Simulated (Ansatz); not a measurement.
# AlBP2 (built on the sites of a database entry of BP): from the cell to its phonons, part 3 of 3

Task: relax AlBP2 (built on the sites of a database entry of BP), then find its harmonic phonons.

Ansatz 0.2.0; DFT PBEsol, scalar-relativistic, plane waves, norm-conserving pseudopotentials.

So far. Step 4 (Relaxing to small forces for the phonons): The largest force component left is 0.46 meV/Å and the pressure is -0.001 GPa, within the tolerances set. The cell now holds 15.77 Å³/atom. Step 5 (Modes at Γ): Before it was imposed, the acoustic sum rule was missed by 3.0e-5 eV/Å² and the charge sum rule by 0.0044 e. Small misses are needed for a sound result but don't prove that mesh and cutoff are converged. The relaxed cell has a = 3.487, c = 5.990 Å (conventional setting).

The structure was built from a prototype and need not be the compound's stable phase.

### Step 6. Response at finite wavevector

The mesh has a single point along some directions, so zone-edge points there are not solved. Linear response on a 2×2×1 q mesh gives force constants as far as a supercell of that size would, and the tensors from the zone-centre run are typed in so that the long-range dipole term is interpolated apart.

input.yaml

```yaml
crystal:
  lattice:
    - [3.4872035815, 2.9296e-06, 0.0]
    - [-1.7436043278, 3.0200054249, 0.0]
    - [0.0, 0.0, 5.9898400122]
  atoms:
    - { symbol: Al, position: [0.6666666667, 0.3333333333, 0.5068462916] }
    - { symbol: B, position: [0.3333333333, 0.6666666667, 0.0049608715] }
    - { symbol: P, position: [0.6666666667, 0.3333333333, 0.9031568127] }
    - { symbol: P, position: [0.3333333333, 0.6666666667, 0.3350360242] }
kpoints:
  mp_grid: { grid: [12, 12, 6] }
hamiltonian:
  xc: pbesol
  pseudopotentials: { kind: nc }
scf:
  occupations: { method: fixed }
output:
  eigenvalues: true
phonons:
  method: dfpt
  qmesh: [2, 2, 1]
  temperatures: { t_max: 1000, t_step: 50 }
  qpath:
    path:
      - [[0.0, 0.0, 0.0], [0.5, 0.0, 0.0], [0.33333333, 0.33333333, 0.0], [0.0, 0.0, 0.0], [0.0, 0.0, 0.5], [0.5, 0.0, 0.5], [0.33333333, 0.33333333, 0.5], [0.0, 0.0, 0.5]]
      - [[0.5, 0.0, 0.5], [0.5, 0.0, 0.0]]
      - [[0.33333333, 0.33333333, 0.5], [0.33333333, 0.33333333, 0.0]]
    npoints: 10
  non_analytic_term:
    high_frequency_dielectric_tensor: [[9.8687, 0.0, 0.0], [0.0, 9.8687, 0.0], [0.0, 0.0, 10.58]]
    born_effective_charges:
      - { species: Al, tensor: [[1.8346, 0.0, 0.0], [0.0, 1.8346, 0.0], [0.0, 0.0, 2.1873]] }
      - { species: B, tensor: [[0.5746, 0.0, 0.0], [0.0, 0.5746, 0.0], [0.0, 0.0, 0.6686]] }
      - { species: P, tensor: [[-0.7437, 0.0, 0.0], [0.0, -0.7437, 0.0], [0.0, 0.0, -0.5315]] }
      - { species: P, tensor: [[-1.6654, 0.0, 0.0], [0.0, -1.6654, 0.0], [0.0, 0.0, -2.3244]] }
    source: "zone-centre run at this cell"
```

Started as:

```bash
ansatz run input.yaml --threads 4 --pin off --max-ram 7168MiB --backend cpu --events-out ev --progress --plain --runs-dir out
```

Numbers of over 12 decimals in the logs are rounded to 6 here.

The log of the run:

```text
Warning: phonons: the dynamical matrix that this run interpolates holds no multipole term above the dipole-dipole one, and a site of this crystal is no centre of inversion, so its interpolated transverse optical and acoustic branches and sound speeds can stay off near Gamma, and the density of states and the thermodynamics with them. What a run solves at a wave vector of phonons.qpoints, Gamma apart, where the deck admits one, is free of this, and under fd what a larger phonons.supercell samples
[...]
Crystal: 4 atoms, lattice volume = 63.081 Å³
Basis set: ecut = 1034.032677 eV, 4729 PW (Γ), exchange–correlation on 80×80×128 points (8 copies of the dense FFT grid, shifted against one another)
Bands: 12, of which v1, the nominal top of the filled ones, is band 8 counted from 1 (7 counted from 0)
Symmetry: 6 space group operations
k-points: 100 of 864 (time reversal used)
[...]
SCF iter   1: F=—  HF=-521.359086 eV  |F-HF|=—  |Δ(HF+E_count)|=         —  Δρ=5.71e-2  dr2=2.59e0  ethr=3.10e-3  ⟨swp⟩=5.1  Hψ=7366  notcnv=0  defer=162
[...]
SCF iter  11: F=-520.506994 eV  HF=-520.506994 eV  |F-HF|=1.25e-12  |Δ(HF+E_count)|=  1.12e-10  Δρ=8.87e-8  dr2=5.27e-12  ethr=1.00e-12  ⟨swp⟩=10.5  Hψ=10038  notcnv=0
SCF 1 converged in 11 iterations: F = -520.506994 eV  dr2 = 5.27e-12
[...]
DFPT response loops at q = (0, 0, 0) (fractional): preconditioner auto → Resta (q_TF=auto, 2.171 Å⁻¹)  ε∞=13.8 (no band partly filled); β = 1.00, the filter's whole step (`scf.mixing.beta` (0.50) is not read by the response loops at its default; to damp them type it under 1.00, their step now; it binds the ground state too); Broyden in place of MSR1
[...]
SCF converged after 11 iterations
Free energy (F): -520.506994 eV
[...]
Internal energy: -520.506994 eV  (E = F + TS)
E sigma→0 (E₀):  -520.506994 eV
Fermi energy:    7.665254 eV
[...]
--- Band table (eV; the first three rows and the last of 100) ---
  k-point 0: bands = [... 4 lower, 5.2218, 6.4317, 7.6653, 7.6653, 8.8772, 9.6736, 10.1772, 10.1772]
  k-point 1: bands = [... 4 lower, 5.2453, 5.6250, 7.5922, 7.5922, 8.9686, 10.1237, 10.2414, 10.2414]
  k-point 2: bands = [... 4 lower, 5.2955, 5.2955, 7.4493, 7.4493, 9.0755, 10.3775, 10.3775, 10.5175]
  k-point 99: bands = [... 4 lower, 1.4680, 2.9239, 4.2275, 5.3693, 9.4006, 10.0100, 10.6403, 11.7950]
--- Phonons (Γ-DFPT): 8 representative perturbations + reference (Σ response iterations 21) ---
  ASR residual: 3.438e-5 → 0.000e0 eV/Å²; symmetrization residual: 7.741e-7 eV/Å²
  ASR residual per site (eV/Å²): 1.24e-5 3.44e-5 2.15e-5 2.69e-5
[...]
--- Phonons (arbitrary-q DFPT): 2 irreducible q on the 2×2×1 mesh ---
  q = [0.0000, 0.0000, 0.0000] (star 1, of the zone-centre solve; hermiticity 4.01e-8, symmetrization 2.01e-8): -0.00 -0.00 0.00 120.23 120.23 434.15 481.42 481.42 483.46 582.96 582.96 695.04
  q = [0.0000, -0.5000, 0.0000] (star 3, 12 solved perturbations in 4456 linear systems a pass and spin channel, the states on 436 of 864 k-point pairs; hermiticity 2.51e-7, symmetrization 4.47e-8, the responses' own estimated error 2.8e-5 eV/Å²): 78.10 201.34 226.21 227.55 341.57 370.83 463.35 477.04 512.43 517.49 542.70 654.18
  sum rule: each row above includes the acoustic sum rule's correction from the zone centre's row sums; it moved no ω² by more than (0.93 cm⁻¹)²
  mesh force constants: q→R imaginary residual 1.39e-17; ASR residual 3.438e-5 → 0.000e0 eV/Å²; symmetrization residual 8.882e-15 eV/Å²
  interpolated dispersion: 94 rows × 12 modes
  density of states and harmonic sums: on the 20×20×11 q-mesh, interpolated from the force constants of a 2×2×1 supercell (with the dipole–dipole term of supplied tensors)
  largest difference from the sums on the solved wave vectors: F 1.11e-1 eV, S 1.76e-4 and C_V 6.45e-5 eV/K
  zero-point energy: 0.281621 eV/cell   skipped modes (ω ≤ 0): 3   left out of the sums: 5.68e-5 of the cell's modes: C_V's classical limit lies that fraction below 3 k_B per atom; for a crystal, a wire or a layer, F and S can be off by more, and a phonons.interpolated_qmesh denser along its periods is the remedy for the sampling
```

Run time: 8.2 min. Hardware: 4 threads of Arm Neoverse N1, shared host; peak memory 2.6 GiB; 32 min of CPU time.

Numbers from this step:

```yaml
sum_rule_residual_before_enforcement: 3.44e-5 eV/Å²
lowest_mode_on_the_q_mesh_acoustic_modes_at_gamma_apart: 78.1 cm⁻¹
highest_frequency_at_a_solved_wavevector_no_lo_to_term_at_gamma: 695.0 cm⁻¹
```

Frequencies (cm⁻¹) solved at each irreducible wavevector; negative means imaginary. Frequencies by wavevector, by row:

```
q in reciprocal lattice units  star  mode 1  mode 2  mode 3  mode 4  mode 10  mode 11  mode 12
                        0 0 0     1       0       0       0   120.2      583      583      695
                     0 -0.5 0     3    78.1   201.3   226.2   227.6    517.5    542.7    654.2
```

Symmetry leaves 2 wavevectors to solve. The lowest mode among them, the acoustic zeros apart, lies at q = (0, -0.5, 0) and is real, 78.1 cm⁻¹.

### Step 7. Another isotope

An isotope changes the mass and not the force constants, so no new electronic calculation is needed; the shifts show which modes move this element.

The same force constants with the mass of B changed from 10.810 to 10.013 u (phonopy, no LO-TO term). Both lists are sorted by frequency; levels can cross, so a row need not hold one and the same mode. Modes under 3 cm⁻¹ are left out. Isotope shifts, by row:

```
       q  rank  natural mass (cm⁻¹)  changed mass (cm⁻¹)
   0 0 0     4                120.2                120.8
   0 0 0     5                120.2                120.8
   0 0 0     6                434.1                434.2
   0 0 0     7                481.4                481.6
   0 0 0     8                481.4                481.6
   0 0 0     9                483.5                484.6
   0 0 0    10                  583                600.2
   0 0 0    11                  583                600.2
   0 0 0    12                  695                717.5
0 -0.5 0     1                 78.1                78.11
0 -0.5 0     2                201.3                201.8
0 -0.5 0     3                226.2                227.5
0 -0.5 0     4                227.6                227.9
0 -0.5 0     5                341.6                341.9
0 -0.5 0     6                370.8                371.4
0 -0.5 0     7                463.4                465.1
0 -0.5 0     8                  477                482.2
0 -0.5 0     9                512.4                512.7
0 -0.5 0    10                517.5                  529
0 -0.5 0    11                542.7                561.9
0 -0.5 0    12                654.2                674.9
```

A mode of this element alone would shift by +3.90 %. The highest zone-centre frequency without the field goes from 695.0 to 717.5 cm⁻¹ (+3.2 %). The product of the frequency ratios over all optical modes at Γ is 1.108; the product rule, (m/m′)^(3k/2) (M′/M)^(3/2) with k = 1 such atoms and M the mass of the cell, gives 1.108.

### Step 8. Outcome

```yaml
space_group_after_relaxation_within_0p01_a: P3m1
volume_per_atom: 15.8 Å³
gap_on_the_k_mesh: 0.315 eV
highest_optical_mode_at_the_zone_centre_no_lo_to_term: 695 cm⁻¹
top_of_the_zone_centre_spectrum_with_the_field: 703 cm⁻¹
lowest_optical_zone_centre_mode: 120 cm⁻¹
mean_high_frequency_dielectric_constant: 10.1
mean_static_dielectric_constant: 11.1
largest_born_charge_third_of_the_trace: 1.95 e
lowest_mode_on_the_q_mesh_acoustic_modes_at_gamma_apart: 78.1 cm⁻¹
imaginary_modes_on_the_2x2x1_q_mesh: none
```

In words: The structure is a minimum as far as tested: no mode is imaginary at the 2 irreducible wavevectors of the 2×2×1 mesh, and the softest away from the acoustic zeros lies at 78 cm⁻¹. Without the field, the optical modes at Γ span 120 to 695 cm⁻¹. The highest mode in this list at Γ, 695.0 cm⁻¹, is mostly motion of B (82 % of the kinetic energy). With the macroscopic field of the longitudinal modes the top of the zone-centre spectrum lies at 703 cm⁻¹, against 695 cm⁻¹ without it. Lattice motion raises the mean dielectric constant from 10.11 to 11.08. The strongest infrared line is at 481 cm⁻¹. With the field response the log warns that the k mesh is coarse for the force constants too, so the frequencies may not be converged. The q mesh is too sparse to interpolate, so only the solved wavevectors are given. The program warns that the interpolation holds no quadrupole term, so branches close to Γ can be off in this crystal. The starting cell was built on a prototype and not taken from a measurement, so the phase need not exist. These are harmonic frequencies at zero temperature: anharmonic shifts, linewidths and thermal expansion are left out.

[Logs are printed without paths, hosts, clocks, repeated set-up lines and the standing remarks that a program may print on its own settings, such as how far it seeks lower states.]

[Hosts, paths, dates, database ids (printed as entryN), source tags and the programs' standing remarks are cut or masked in the printed files.]
